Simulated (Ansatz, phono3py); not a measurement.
# LiH (Fm-3m): lattice thermal conductivity, part 4 of 5

Aim: the lattice thermal conductivity of LiH against temperature, and which phonons carry it.

Measurements to reproduce:
- thermal conductivity 15 W/m/K near room temperature (given in “Combining the AFLOW GIBBS and Elastic Libraries to efficiently and robustly screen thermo-mechanical properties of solids”, 2017, arXiv:1611.05714)
- thermal conductivity 15 W/m/K near room temperature (given in “Predicting the lattice thermal conductivity of solids by solving the Boltzmann transport equation: AFLOW - AAPL an automated, accurate and efficient framework”, 2017, arXiv:1611.05481)

Ansatz 0.2.0; DFT LDA, scalar-relativistic, plane waves, PAW; PAW set soft_1.

So far, κ at 300 K (relaxation time) (W/m/K): step 6 (third-order constants and the Boltzmann equation, k-mesh …) 27.4. Also highest frequency (cm⁻¹): step 6 1099. The relaxed cell has a = 3.908 Å (conventional setting).

The database entry behind the starting cell differs from later determinations by our own check (the deuteride, about 0.2 % short), so it need not match the best structure at ambient conditions.

## (7) Third-order constants and the Boltzmann equation, k-mesh 8×8×8, third order supercell 4×4×4

Pairs of atoms inside the cutoff are displaced in a supercell, the forces give the cubic constants, and these give the three-phonon rates of the Boltzmann equation.

Input file input.yaml:

```yaml
crystal:
  lattice:
    - [0.0, 1.9541756064, 1.9541756064]
    - [1.9541756064, 0.0, 1.9541756064]
    - [1.9541756064, 1.9541756064, 0.0]
  atoms:
    - { symbol: Li, position: [0.0, 0.0, 0.0] }
    - { symbol: H, position: [0.5, 0.5, 0.5] }
kpoints:
  mp_grid: { grid: [8, 8, 8] }
hamiltonian:
  xc: lda
  pseudopotentials: { kind: paw, azcp: { folder: soft_1 }, xc_functional: pbe }
scf:
  occupations: { method: fixed }
  lower_state_search: "off"
output:
  eigenvalues: true
phonons:
  method: fd
  dielectric: true
  qmesh: [8, 8, 8]
  temperatures: { t_max: 1000, t_step: 50 }
  qpath:
    path:
      - [[0.0, 0.0, 0.0], [0.5, 0.0, 0.5], [0.625, 0.25, 0.625]]
      - [[0.375, 0.375, 0.75], [0.0, 0.0, 0.0], [0.5, 0.5, 0.5], [0.5, 0.25, 0.75], [0.5, 0.0, 0.5]]
    npoints: 10
  third_order: { supercell: [4, 4, 4], pair_cutoff: 2.914 }
  lattice_thermal_conductivity:
    qmesh: [27, 27, 27]
    temperatures: [100.0, 150.0, 200.0, 300.0, 400.0, 500.0]
    isotope_mass_variance:
      - { species: H, variance: 0.0001146 }
      - { species: Li, variance: 0.001459 }
    solution: relaxation_time
```

Command:

```console
$ ansatz run input.yaml --threads 8 --pin off --max-ram 19456MiB --backend cpu --events-out ev --progress --plain --runs-dir out
```

What it wrote:

```text
[...]
Warning: phonons.third_order: as it is cut ahead of every solve, the batch solves 75 displaced supercells where 50 would do. It runs under 48 of the 3072 operations that the crystal's space group holds on the batch's supercell: the run's FFT boxes carry no more. The force constants lose no accuracy. For the smaller batch, try basis.xc_grid above 1 where it is 1, a denser FFT box (accuracy: high where it is lower, or a larger basis.ecutrho_ratio), or the same crystal shifted so that one of its atoms lies at the cell's origin: each can bring back operations that the batch needs, and none is sure to; [rest of the remark cut]
[...]
Crystal: 16 atoms, lattice volume = 119.402 Å³
Basis set: ecut = 420 eV, 2289 PW (Γ), FFT grids on a1, a2, 2a1−4a2+a3
Bands: 32, of which v1, the nominal top of the filled ones, is band 16 counted from 1 (15 counted from 0)
Symmetry: 16 space group operations
k-points: 34 of 64
[...]
SCF iter   1: F=—  HF=-1745.718340 eV  |F-HF|=—  |Δ(HF+E_count)|=         —  Δρ=1.35e-7  dr2=1.16e-11  ethr=1.95e-12  ⟨swp⟩=3.0  Hψ=2934  notcnv=0
[...]
SCF iter   2: F=-1745.718340 eV  HF=-1745.718340 eV  |F-HF|=6.82e-13  |Δ(HF+E_count)|=  3.41e-12  Δρ=5.97e-8  dr2=2.22e-12  ethr=1.00e-12  ⟨swp⟩=2.9  Hψ=1913  notcnv=0
SCF 1 converged in 2 iterations: F = -1745.718340 eV  dr2 = 2.22e-12
[...]
Crystal: 2 atoms, lattice volume = 14.925 Å³
Basis set: ecut = 420 eV, 283 PW (Γ), exchange–correlation on 40×40×40 points (8 copies of the dense FFT grid, shifted against one another)
Bands: 6, of which v1, the nominal top of the filled ones, is band 2 counted from 1 (1 counted from 0)
Symmetry: 48 space group operations
k-points: 59 of 512 (irreducible under 8 space group operations, time reversal used)
[...]
SCF iter   3: F=-218.214793 eV  HF=-218.214793 eV  |F-HF|=2.56e-13  |Δ(HF+E_count)|=  1.14e-13  Δρ=6.05e-8  dr2=3.58e-13  ethr=1.00e-12  ⟨swp⟩=1.0  Hψ=885  notcnv=0
SCF 2 converged in 3 iterations: F = -218.214793 eV  dr2 = 3.58e-13
[...]
Bands: 3, of which v1, the nominal top of the filled ones, is band 2 counted from 1 (1 counted from 0)
k-points: 280 of 2744 (irreducible under 12 space group operations)
[...]
Eigensolver: Dense (280 Hₖ)
SCF iter   1: F=—  HF=-218.215489 eV  |F-HF|=—  |Δ(HF+E_count)|=         —  Δρ=2.46e-4  dr2=1.26e-6  ethr=1.00e-1
[...]
SCF iter   3: F=-218.215491 eV  HF=-218.215491 eV  |F-HF|=3.02e-11  |Δ(HF+E_count)|=   3.91e-7  Δρ=1.20e-6  dr2=4.47e-11  ethr=7.94e-9
SCF 1 converged in 3 iterations: F = -218.215491 eV  dr2 = 4.47e-11
[...]
Symmetry: 1 space group operations
k-points: 34 of 64 (time reversal used)
[...]
SCF iter   5: F=-1745.718329 eV  HF=-1745.718329 eV  |F-HF|=9.09e-13  |Δ(HF+E_count)|=  5.02e-11  Δρ=4.71e-8  dr2=3.12e-12  ethr=1.00e-12  ⟨swp⟩=3.3  Hψ=3265  notcnv=0
SCF 2 converged in 5 iterations: F = -1745.718329 eV  dr2 = 3.12e-12
[...]
SCF iter   5: F=-1745.718329 eV  HF=-1745.718329 eV  |F-HF|=4.55e-13  |Δ(HF+E_count)|=  3.91e-11  Δρ=3.17e-8  dr2=1.00e-12  ethr=1.00e-12  ⟨swp⟩=4.2  Hψ=2865  notcnv=0
SCF 3 converged in 5 iterations: F = -1745.718329 eV  dr2 = 1.00e-12
[...]
SCF iter   5: F=-1745.718329 eV  HF=-1745.718329 eV  |F-HF|=2.27e-13  |Δ(HF+E_count)|=  4.34e-11  Δρ=4.17e-8  dr2=1.91e-12  ethr=1.00e-12  ⟨swp⟩=4.3  Hψ=2867  notcnv=0
SCF 4 converged in 5 iterations: F = -1745.718329 eV  dr2 = 1.91e-12
[...]
SCF iter   5: F=-1745.718331 eV  HF=-1745.718331 eV  |F-HF|=4.55e-13  |Δ(HF+E_count)|=  7.16e-11  Δρ=5.42e-8  dr2=2.40e-12  ethr=1.00e-12  ⟨swp⟩=3.4  Hψ=3297  notcnv=0
SCF 5 converged in 5 iterations: F = -1745.718331 eV  dr2 = 2.40e-12
[...]
SCF iter   5: F=-1745.718331 eV  HF=-1745.718331 eV  |F-HF|=9.09e-13  |Δ(HF+E_count)|=  6.84e-11  Δρ=5.35e-8  dr2=2.17e-12  ethr=1.00e-12  ⟨swp⟩=3.4  Hψ=3300  notcnv=0
SCF 6 converged in 5 iterations: F = -1745.718331 eV  dr2 = 2.17e-12
[...]
SCF 7 converged in 5 iterations: F = -1745.718331 eV  dr2 = 2.23e-12
Basis set: ecut = 420 eV, 2345 PW (Γ), FFT grids on a1, a2, −4a1−4a2+a3
Symmetry: 64 space group operations
k-points: 25 of 64
[...]
SCF iter   2: F=-1745.718340 eV  HF=-1745.718340 eV  |F-HF|=0.00e0  |Δ(HF+E_count)|=  3.64e-12  Δρ=4.86e-8  dr2=1.25e-12  ethr=1.00e-12  ⟨swp⟩=2.8  Hψ=1414  notcnv=0
SCF 8 converged in 2 iterations: F = -1745.718340 eV  dr2 = 1.25e-12
[...]
SCF iter   7: F=-1745.718330 eV  HF=-1745.718330 eV  |F-HF|=0.00e0  |Δ(HF+E_count)|=  1.96e-11  Δρ=3.17e-8  dr2=2.63e-13  ethr=1.00e-12  ⟨swp⟩=4.0  Hψ=2576  notcnv=0
SCF 9 converged in 7 iterations: F = -1745.718330 eV  dr2 = 2.63e-13
[...]
SCF iter   7: F=-1745.718331 eV  HF=-1745.718331 eV  |F-HF|=2.27e-13  |Δ(HF+E_count)|=  7.50e-12  Δρ=3.09e-8  dr2=3.38e-13  ethr=1.00e-12  ⟨swp⟩=4.0  Hψ=2614  notcnv=0
SCF 10 converged in 7 iterations: F = -1745.718331 eV  dr2 = 3.38e-13
[...]
SCF iter   2: F=—  HF=-13965.743984 eV  |F-HF|=—  |Δ(HF+E_count)|=   7.36e-4  Δρ=2.67e-4  dr2=6.92e-4  ethr=9.41e-7  ⟨swp⟩=2.0  Hψ=1542  notcnv=0  defer=986
[...]
SCF iter   6: F=-13965.743988 eV  HF=-13965.743988 eV  |F-HF|=2.00e-11  |Δ(HF+E_count)|=  7.49e-10  Δρ=8.78e-8  dr2=7.81e-11  ethr=1.00e-12  ⟨swp⟩=4.0  Hψ=4405  notcnv=0
SCF 131 converged in 6 iterations: F = -13965.743988 eV  dr2 = 7.81e-11
[...]
SCF iter   6: F=-13965.743913 eV  HF=-13965.743913 eV  |F-HF|=3.46e-11  |Δ(HF+E_count)|=  6.37e-10  Δρ=1.14e-7  dr2=1.30e-10  ethr=1.00e-12  ⟨swp⟩=4.0  Hψ=4439  notcnv=0
SCF 132 converged in 6 iterations: F = -13965.743913 eV  dr2 = 1.30e-10
[...]
SCF iter   6: F=-13965.743976 eV  HF=-13965.743976 eV  |F-HF|=3.64e-11  |Δ(HF+E_count)|=  5.13e-10  Δρ=1.00e-7  dr2=1.07e-10  ethr=1.00e-12  ⟨swp⟩=4.1  Hψ=4395  notcnv=0
SCF 133 converged in 6 iterations: F = -13965.743976 eV  dr2 = 1.07e-10
[...]
SCF iter   6: F=-13965.743925 eV  HF=-13965.743925 eV  |F-HF|=3.27e-11  |Δ(HF+E_count)|=  7.86e-10  Δρ=1.04e-7  dr2=1.14e-10  ethr=1.00e-12  ⟨swp⟩=4.0  Hψ=4468  notcnv=0
SCF 134 converged in 6 iterations: F = -13965.743925 eV  dr2 = 1.14e-10
[...]
SCF iter   6: F=-13965.743973 eV  HF=-13965.743973 eV  |F-HF|=3.82e-11  |Δ(HF+E_count)|=  5.13e-10  Δρ=1.01e-7  dr2=1.14e-10  ethr=1.00e-12  ⟨swp⟩=4.0  Hψ=4065  notcnv=0
SCF 135 converged in 6 iterations: F = -13965.743973 eV  dr2 = 1.14e-10
[...]
SCF iter   6: F=-13965.743929 eV  HF=-13965.743929 eV  |F-HF|=3.64e-11  |Δ(HF+E_count)|=  7.31e-10  Δρ=1.05e-7  dr2=1.14e-10  ethr=1.00e-12  ⟨swp⟩=4.1  Hψ=4455  notcnv=0
SCF 136 converged in 6 iterations: F = -13965.743929 eV  dr2 = 1.14e-10
SCF converged after 2 iterations
Free energy (F): -1745.718340 eV
[...]
Internal energy: -1745.718340 eV  (E = F + TS)
E sigma→0 (E₀):  -1745.718340 eV
Fermi energy:    1.119364 eV
[...]
--- Band table (eV; the first three rows and the last of 34) ---
  k-point 0: bands = [... 12 lower, -0.8840, -0.8840, 0.1840, 0.1840, 5.6614, 5.6614, 5.9321, 6.3878, ... 12 higher]
  k-point 1: bands = [... 12 lower, -0.7280, -0.3338, -0.3338, 0.1840, 5.6614, 6.0077, 6.1372, 6.6636, ... 12 higher]
  k-point 2: bands = [... 12 lower, -0.8840, -0.8840, 0.2356, 0.8177, 4.9708, 6.0618, 6.0618, 6.1384, ... 12 higher]
  k-point 33: bands = [... 12 lower, -1.8757, -0.8840, -0.8840, 1.1194, 3.6583, 5.9321, 6.3878, 6.3878, ... 12 higher]
--- Phonons: 47 displaced members + 13 references (amplitude of the first 0.0025 Å, Σ member SCF iterations 259) ---
  ASR residual: 2.463e-4 → 0.000e0 eV/Å²; symmetrization residual: 1.737e-4 eV/Å²
  largest component of a force at the reference: 3.7e-28 eV/Å
  ASR residual per site (eV/Å²): 8.43e-6 2.46e-4
  Γ frequencies (cm⁻¹): 0.00 0.00 0.00 645.94 645.94 645.94
[...]
ε∞ (high-frequency dielectric tensor):
        4.980949     0.000000    -0.000000
        0.000000     4.980949    -0.000000
       -0.000000    -0.000000     4.980949
[...]
Born effective charges Z* (e; rows j = field, columns β = displacement):
    site 0:
         1.02470   -0.00000    0.00000
         0.00000    1.02470    0.00000
         0.00000    0.00000    1.02470
    site 1:
        -1.02470    0.00000   -0.00000
        -0.00000   -1.02470   -0.00000
        -0.00000   -0.00000   -1.02470
  Z* charge neutrality: 6.725e-5 e pre-enforcement
[...]
optical modes at Γ without the LO–TO term, one row a degenerate level:
      ω (cm⁻¹)  modes    IR ((D/Å)²/amu)
        645.94      3            82.5682
  optical modes at Γ + LO–TO along q̂ = [1.0000, 0.0000, 0.0000]:
      ω (cm⁻¹)  modes    IR ((D/Å)²/amu)
        645.94      2            55.0455
       1098.57      1            27.5227
  optical modes at Γ + LO–TO along q̂ = [0.0000, 1.0000, 0.0000]:
      ω (cm⁻¹)  modes    IR ((D/Å)²/amu)
        645.94      2            55.0455
       1098.57      1            27.5227
  optical modes at Γ + LO–TO along q̂ = [0.0000, 0.0000, 1.0000]:
      ω (cm⁻¹)  modes    IR ((D/Å)²/amu)
        645.94      2            55.0455
       1098.57      1            27.5227
--- Phonons (by wavevector): 29 wavevectors in 13 supercells ---
  supercell 1 (8 cells, vectors [0, 2, -1], [2, -1, 0], [8, -8, 0] in multiples of the cell's): 6 displaced members by 0.0025 Å; free energy -1745.718340 eV; taken off its force constants: by the sum rule 2.2e-4, by the symmetrisation 9.8e-5 eV/Å²
[...]
q = [0.0000, 0.0000, 0.0000] (star 1, supercell 1; hermiticity 1.09e-16, symmetrization 2.84e-6): -0.00 0.00 0.00 645.94 645.94 645.94
[...]
joined force constants: q→R imaginary residual 1.80e-19
[...]
350 force-constant blocks with the first atom in the home cell, fitted with 44 parameters over 10 symmetry orbits; no atom triplet left out
[...]
T (K)   relaxation time
      100.00          125.2532
      150.00           62.7899
      200.00           44.9940
      300.00           29.1845
      400.00           21.7262
      500.00           17.4868
```

Elapsed: 9 min, on 8 threads of Arm Neoverse V2, shared host; peak memory 8.7 GiB; 69 min of CPU time.

Numbers from this step:

| Property | Result |
| --- | --- |
| Γ frequencies | 0, 0, 0, 645.9, 645.9, 645.9 cm⁻¹ (negative: imaginary) |
| zero-point energy | 0.2352 eV/cell |
| highest frequency | 1106 cm⁻¹ |
| κ at 300 K (relaxation time) | 29.18 W/m/K |
| mean free path at half of κ | 24.6 nm |
| share of κ above the three lowest branches | 0.034 |
| periodic aliases dropped | 0 |
| largest relative sum-rule correction | 0.3095 |
| displaced cells, third order | 75 |

LO-TO term included. Phonon branches along the path, in cm⁻¹:

```tsv
point	branch 1	branch 2	branch 3	branch 4	branch 5	branch 6
Γ	0	0	0	646	646	1099
halfway	259	259	364	766	766	1081
X	337	337	450	858	858	1048
halfway	336	360	444	860	893	1035
U	331	410	424	856	956	997
jump to K	331	410	424	856	956	997
halfway	243	283	406	789	812	1083
Γ	0	0	0	646	646	1099
halfway	219	219	370	780	780	1100
L	299	299	540	835	835	1077
halfway	320	353	485	854	899	1037
W	374	402	402	913	960	960
halfway	356	359	437	888	890	1023
X	337	337	450	858	858	1048
```

The phonon branches as a text plot (rows in cm⁻¹):

```
   1083 |*********             **********************
   1037 |         *******   ***                      ***      ***
    991 |                ***                            *  ***
    945 |                ****                           ****
    899 |              **    **                      **********
    853 |         **************                ********       **
    807 |       **             ***           ***
    761 |      *                 ***       **
    715 |   ***                   ***     *
    668 |***                        ******
    622 |
    576 |
    530 |                                      ******
    484 |                                     *      ***
    438 |        ***************             *          *   *****
    392 |       *       *****   *           *           *****
    346 |      *  ********** **  *                   *****  *****
    300 |    ** **          ***** **       *   ********
    254 |   *  *               ***        *  **
    207 |    **                  ****      **
    161 |  **                     **     **
    115 |  *                        **   *
     69 | *                          *  *
     23 |*                            **
         Γ           X  U|K            Γ         L        W     X
```

Lattice thermal conductivity, RTA xx against temperature:

```tsv
temperature (K)	lattice thermal conductivity, RTA xx (W/m/K)
100	125
150	62.8
200	45.0
300	29.2
400	21.7
500	17.5
```

The modes has structure finer than the step of the table below, so its rows give means over 50 cm⁻¹, whole bins alone (the curve runs from -10 to 1150 cm⁻¹). Peaks (cm⁻¹: height): H 850.6: 0.0213, 1047.5: 0.0109; Li 325.5: 0.0199, 442.2: 0.0149.

Phonopy on the run's constants, 21x21x21 mesh, Gaussian sigma 8.3 cm⁻¹. The modes by wavenumber; means over each step; values in 1/cm⁻¹/cell:

```tsv
wavenumber (cm⁻¹)	H	Li
50	8.0e-6	7.2e-5
100	3.8e-5	3.2e-4
150	8.3e-5	9.1e-4
200	1.4e-4	0.00214
250	1.9e-4	0.00517
300	2.0e-4	0.0152
350	1.5e-4	0.0141
400	1.1e-4	0.00635
450	1.2e-4	0.0108
500	3.2e-5	0.00346
550	4.7e-7	3.6e-4
600	5.0e-8	0
650	2.0e-4	2.5e-5
700	0.00109	9.8e-5
750	0.00253	1.4e-4
800	0.00712	1.9e-4
850	0.0177	1.4e-4
900	0.00781	3.2e-5
950	0.00302	4.8e-6
1000	0.00426	4.2e-6
1050	0.0102	1.2e-4
1100	0.00499	3.1e-4
```

Distinct triplets, nearest first. Third order norms, by row:

```tsv
sites	side 1 (Å)	side 2 (Å)	side 3 (Å)	norm of the 27 components (eV/Å³)
Li-Li-Li	0	0	0	0
H-H-H	0	0	0	0
Li-H-H	0	1.95	1.95	4.943
Li-H-Li	0	1.95	1.95	5.11
Li-H-H	1.95	1.95	2.76	0.197
Li-H-Li	1.95	1.95	2.76	0.324
Li-Li-Li	0	2.76	2.76	1.521
Li-Li-Li	2.76	2.76	2.76	0.054
H-H-H	0	2.76	2.76	0.457
H-H-H	2.76	2.76	2.76	0.15
```

Born charge (rows field, columns displacement) (e), principal values of the symmetric part by kind of site:

```tsv
atom	atoms with these values	low	middle	high	mean
Li1	1	1.02	1.02	1.02	1.02
H2	1	-1.02	-1.02	-1.02	-1.02
```

In full for H2:

```
-1.02  0.00  0.00
 0.00 -1.02  0.00
 0.00  0.00 -1.02
```

RTA, 300 K. Kappa by branch, by row:

```tsv
branch (by rank)	mean frequency (THz)	mean rms speed (km/s)	median lifetime (ps)	share of kappa
1	8.84	2.43	1.88	0.195
2	9.64	3.25	2.1	0.423
3	13.03	3.41	0.698	0.349
4	24.88	2.36	0.214	0.006
5	25.82	3.56	0.369	0.024
6	31.52	1.97	0.06	0.004
```

Table of spectral kappa at 300 K, relaxation time (W/m/K/THz) by frequency; read off at these points:

```tsv
frequency (THz)	spectral kappa at 300 K, relaxation time (W/m/K/THz)
0.5	0
1.5	2.53
2.5	2.32
3.5	1.39
5.5	1.92
6.5	2.55
7.5	4.47
8.5	3.87
9.5	2.58
10.5	2.12
11.5	1.25
13.5	0.420
14.5	0.164
15.5	0.0421
16.5	3.6e-4
17.5	0
18.5	0
19.5	0.00260
20.5	0.0162
22.5	0.0253
23.5	0.0314
24.5	0.0568
25.5	0.135
26.5	0.199
27.5	0.199
28.5	0.169
30.5	0.0358
31.5	0.00681
32.5	0.00139
33.5	3.3e-5
```

[end of part 4 of 5]

[Logs are printed without paths, hosts, clocks, repeated set-up lines and the standing remarks that a program may print on its own settings, such as how far it seeks lower states.]

[Hosts, paths, dates, database ids (printed as entryN), source tags and the programs' standing remarks are cut or masked in the printed files.]

[A step with changed settings may run another functional than the one named; its input shows which.]
